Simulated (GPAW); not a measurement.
# Quasiparticle gap of C (Fd-3m) in GPAW, part 2 of 2

How does a plane-wave GW calculation on C (Fd-3m) run from the first input to the gap?

GPAW 26.7.0; LDA and many-body steps on it, plane waves. Known limits of the many-body steps: not at the basis limit; coarse k mesh.

So far. Step 3 (Bands along the symmetry lines): The gap is 4.102 eV, −0.024 eV from the run before at this level. Step 4 (Empty states on the mesh, 6×6×6 mesh, 57 bands): On this mesh the gap is 4.126 eV.

## 5. Screening and self-energy, 6×6×6 mesh, 47 bands, screening to 150 eV

Now the one-shot GW correction: screening in the RPA, then the self-energy of the levels asked for.

This step: G0W0 on LDA, plane waves, PAW.

run.py reads:

```python
import json
import numpy as np
from gpaw.mpi import world
from gpaw.response.g0w0 import G0W0

gw = G0W0('full.gpw',
    filename='gw',
    kpts=[0, 5],
    bands=(2, 6),
    ecut=150,
    nbands=47,
    integrate_gamma='WS',
    ppa=True)
gw.calculate()
res = {mode: {k: v for k, v in r.items() if k != 'sigma_eskwn'}
       for mode, r in gw.all_results.items()}

if world.rank == 0:
    with open('result.json', 'w') as f:
        json.dump(res, f, default=lambda x: x.tolist())
```

On the command line:

```console
mpirun -n 4 gpaw python run.py
```

Numbers of over 12 decimals in the logs are rounded to 6 here.

The log of the run:

```text
Using integrator: PointIntegrator
FrequencyGridDescriptor(from 0.000+0.000j to 0.000+27.211j eV, 2 points)
Nonperiodic BCs:  [False False False]
Using integrator: PointIntegrator
FrequencyGridDescriptor(from 0.000+0.000j to 0.000+27.211j eV, 2 points)
Nonperiodic BCs:  [False False False]
  ___  _ _ _
 |   || | | |
 | | || | | |
 |__ ||_____|
 |___|

BZ k-points: Symmetries present (total): 24

  [... matrices ...]
216 k-points: 6 x 6 x 6 Monkhorst-Pack grid + [1/12,1/12,1/12]
16 k-points in the irreducible part of the Brillouin zone
       k-points in crystal coordinates                weights
   0:     0.00000000    0.00000000    0.00000000          1/216
   1:     0.16666667    0.16666667    0.00000000          6/216
   2:     0.16666667    0.16666667    0.16666667          8/216
   3:     0.33333333    0.16666667    0.16666667         12/216
   4:     0.33333333    0.33333333   -0.33333333         12/216
   5:     0.33333333    0.33333333    0.00000000          6/216
   6:     0.33333333    0.33333333    0.16666667         24/216
   7:     0.33333333    0.33333333    0.33333333          8/216
   8:     0.50000000    0.33333333   -0.33333333         24/216
   9:     0.50000000    0.33333333   -0.16666667         12/216
          ...
  15:     0.50000000    0.50000000    0.50000000          4/216

Distributing spins, k-points and bands (1 x 2 x 4) over 4 processes
Number of blocks: 1

Quasi particle states:
k-points (IBZ indices): [0, 5]
Band range: (2, 6)
  [... matrices ...]
Computational parameters:
Plane wave cut-off: 150 eV
Number of bands: 47
Coulomb cutoff: None
Broadening: 0.1 eV

fxc modes: GW
Kernel: RPA
Using Godby-Needs plasmon-pole approximation:
  Fitting energy: i*E0, E0 = 1.000 Hartree
Summing all q:

Calculating screened Coulomb potential
No Coulomb truncation
FrequencyGridDescriptor(from 0.000+0.000j to 0.000+27.211j eV, 2 points)
Removing empty qpoint cache files...

Calculating chi0 body with:
    Ground state adapter containing:
    Number of spins: 1
    Number of kpoints: 216
    Number of irreducible kpoints: 16
    Number of completely occupied states: 4
    Number of partially occupied states: 4
    Occupied states memory: 0.205994 M / cpu

    Linear response parametrization:
    q_c: [1.3877787807814457e-17, 1.3877787807814457e-17, 1.3877787807814457e-17]
    Number of frequency points: 2
    Planewave cutoff: 150.0
    Number of bands: 47
    Number of planewaves: 59
    Broadening (eta): 1e-06
    comm.size: 4
    kncomm.size: 4
    blockcomm.size: 1

    Memory estimate of potentially large arrays:
        chi0_wGG: 0.106232 M / cpu
Integrating chi0 body.

Symmetries of q_c:
    Direct symmetries (Uq -> q): 24
    Indirect symmetries (TUq -> q): 24
In total 48 allowed symmetries.

  [... matrices ...]
16 groups of equivalent kpoints. 92.592593% reduction.

Integral kind: response function
Integrating chi0 head and wings.

Symmetries of q_c:
    Direct symmetries (Uq -> q): 24
    Indirect symmetries (TUq -> q): 24
In total 48 allowed symmetries.

  [... matrices ...]
16 groups of equivalent kpoints. 92.592593% reduction.

Integral kind: response function wings

Calculating chi0 body with:
    Ground state adapter containing:
    Number of spins: 1
    Number of kpoints: 216
    Number of irreducible kpoints: 16
    Number of completely occupied states: 4
    Number of partially occupied states: 4
[... the further q-points ...]

Results:
f:      Occupation numbers
eps:     KS-eigenvalues [eV]
vxc:     KS vxc [eV]
exx:     Exact exchange [eV]
sigma:   Self-energies [eV]
dsigma:  Self-energy derivatives
Z:       Renormalization factors
qp:      QP-energies [eV]

k-point 0 (0): (0.000, 0.000, 0.000)                GW
band       f     eps     vxc     exx   sigma  dsigma       Z      qp
                                                                   GW
   2   1.000  11.806 -18.019 -20.069   1.715  -0.204   0.830  11.528
   3   1.000  11.806 -18.019 -20.069   1.715  -0.204   0.830  11.528
   4   0.000  17.354 -16.713 -10.315  -4.683  -0.203   0.831  18.779
   5   0.000  17.354 -16.713 -10.315  -4.683  -0.203   0.831  18.779

k-point 1 (5): (0.333, 0.333, 0.000)                GW
band       f     eps     vxc     exx   sigma  dsigma       Z      qp
                                                                   GW
   2   1.000   6.498 -16.852 -20.925   3.242  -0.227   0.815   5.821
   3   1.000   6.498 -16.852 -20.925   3.242  -0.227   0.815   5.820
   4   0.000  15.932 -15.551  -9.802  -4.563  -0.190   0.840  16.929
   5   0.000  19.469 -14.377  -7.890  -5.291  -0.190   0.841  20.475
```

It took 12 s on 4 MPI ranks of Arm Neoverse V1, shared host; peak memory 0.8 GiB; 48 s of CPU time.

Numbers from this step:

* G0W0 gap on the points computed: 5.401 eV
* least direct G0W0 gap on the computed points: 7.251 eV
* Z at the valence top: 0.8303
* Z at the conduction bottom: 0.8402
* starting gap on the mesh: 4.126 eV
* k of the valence top: 0, 0, 0
* k of the conduction bottom: 0.3333, 0.3333, 0

The gap on the mesh goes from 4.13 eV to 5.40 eV, a correction of +1.28 eV.

Limits: finite bands, cutoff and mesh; coarse k mesh. v1 is the top filled band, c1 the lowest empty one. The levels before and after the correction (eV, zero at the valence-band top of each column):

|  | conduction bottom | valence top |
| --- | --- | --- |
| Kohn-Sham | 4.13 | 0.00 |
| G0W0 | 5.40 | 0.00 |

|  | level | energy (eV) |
| --- | --- | --- |
| Kohn-Sham | Γ v2-v1 | 0.000 |
| Kohn-Sham | Γ c1-c2 | 5.548 |
| Kohn-Sham | (0.333 0.333 0) v2-v1 | -5.308 |
| Kohn-Sham | (0.333 0.333 0) c1 | 4.126 |
| Kohn-Sham | (0.333 0.333 0) c2 | 7.663 |
| G0W0 | Γ v2-v1 | 0.000 |
| G0W0 | Γ c1-c2 | 7.251 |
| G0W0 | (0.333 0.333 0) v2-v1 | -5.707 |
| G0W0 | (0.333 0.333 0) c1 | 5.401 |
| G0W0 | (0.333 0.333 0) c2 | 8.947 |

## 6. Where the time went

Times are wall times on 4 MPI ranks of Arm Neoverse V1, shared host, good to a factor of about two.

| step | time | share | memory (GiB) |
| --- | --- | --- | --- |
| ground state | 4.2 s | 18 % | 0.56 |
| bands along the symmetry lines | 3.6 s | 15 % | 0.49 |
| empty states on the mesh | 3.5 s | 15 % | 0.48 |
| screening and self-energy | 12 s | 52 % | 0.8 |

## 7. Outcome

```yaml
lda_gap: 4.10 eV, indirect
g0w0_gap_on_the_mesh: 5.40 eV
g0w0_gap_over_the_zone_rigid_shift: 5.38 eV
gw_settings: 6×6×6 mesh, 47 bands, screening to 150 eV, Godby-Needs plasmon pole
known_limits: not at the basis limit; coarse k mesh
```

In words: G0W0 moves the gap on the mesh from 4.13 eV to 5.40 eV (+1.28 eV), with Z of 0.83 and 0.84 at the edges. The mesh misses the band edges by 0.02 eV in all; a rigid shift gives 5.38 eV for the zone. Only 2 of the mesh's irreducible points were corrected, so a valley elsewhere could overtake. The dearest step here is «screening and self-energy». Against experiment, by G0W0@LDA: the gap of 5.38 eV lies −0.12 eV from the measured 5.5 eV (kind not stated, quoted 2019); the gap of 5.38 eV lies −0.09 eV from the measured 5.47 eV (kind not stated, quoted 2024). The calculation has static nuclei and no excitons; a measured gap holds zero-point and thermal motion, which mostly lowers it. Bands and cutoff are finite, so the gap is not at the basis limit. The miss can reach some tenths of an eV and take either sign; the mesh is an error of its own. These stock PAW sets were not made for GW. In the G0W0 run levels were corrected at 2 k points alone, so a gap called «on the mesh» is the least over those, and an edge elsewhere would be missed. The 6×6×6 mesh is coarse for this cell, which bears on the long-range parts of exchange and screening.

[Paths, hosts, dates, memory and timing lines, banners, echoed tables and standing remarks are left out of the program output.]

[Logs are printed without paths, hosts, clocks, repeated set-up lines and the standing remarks that a program may print on its own settings, such as how far it seeks lower states.]

[Runs of the session that timed out or met a known fault of the program may be left out.]

[Hosts, paths, dates, database ids (printed as entryN), source tags and the programs' standing remarks are cut or masked in the printed files.]
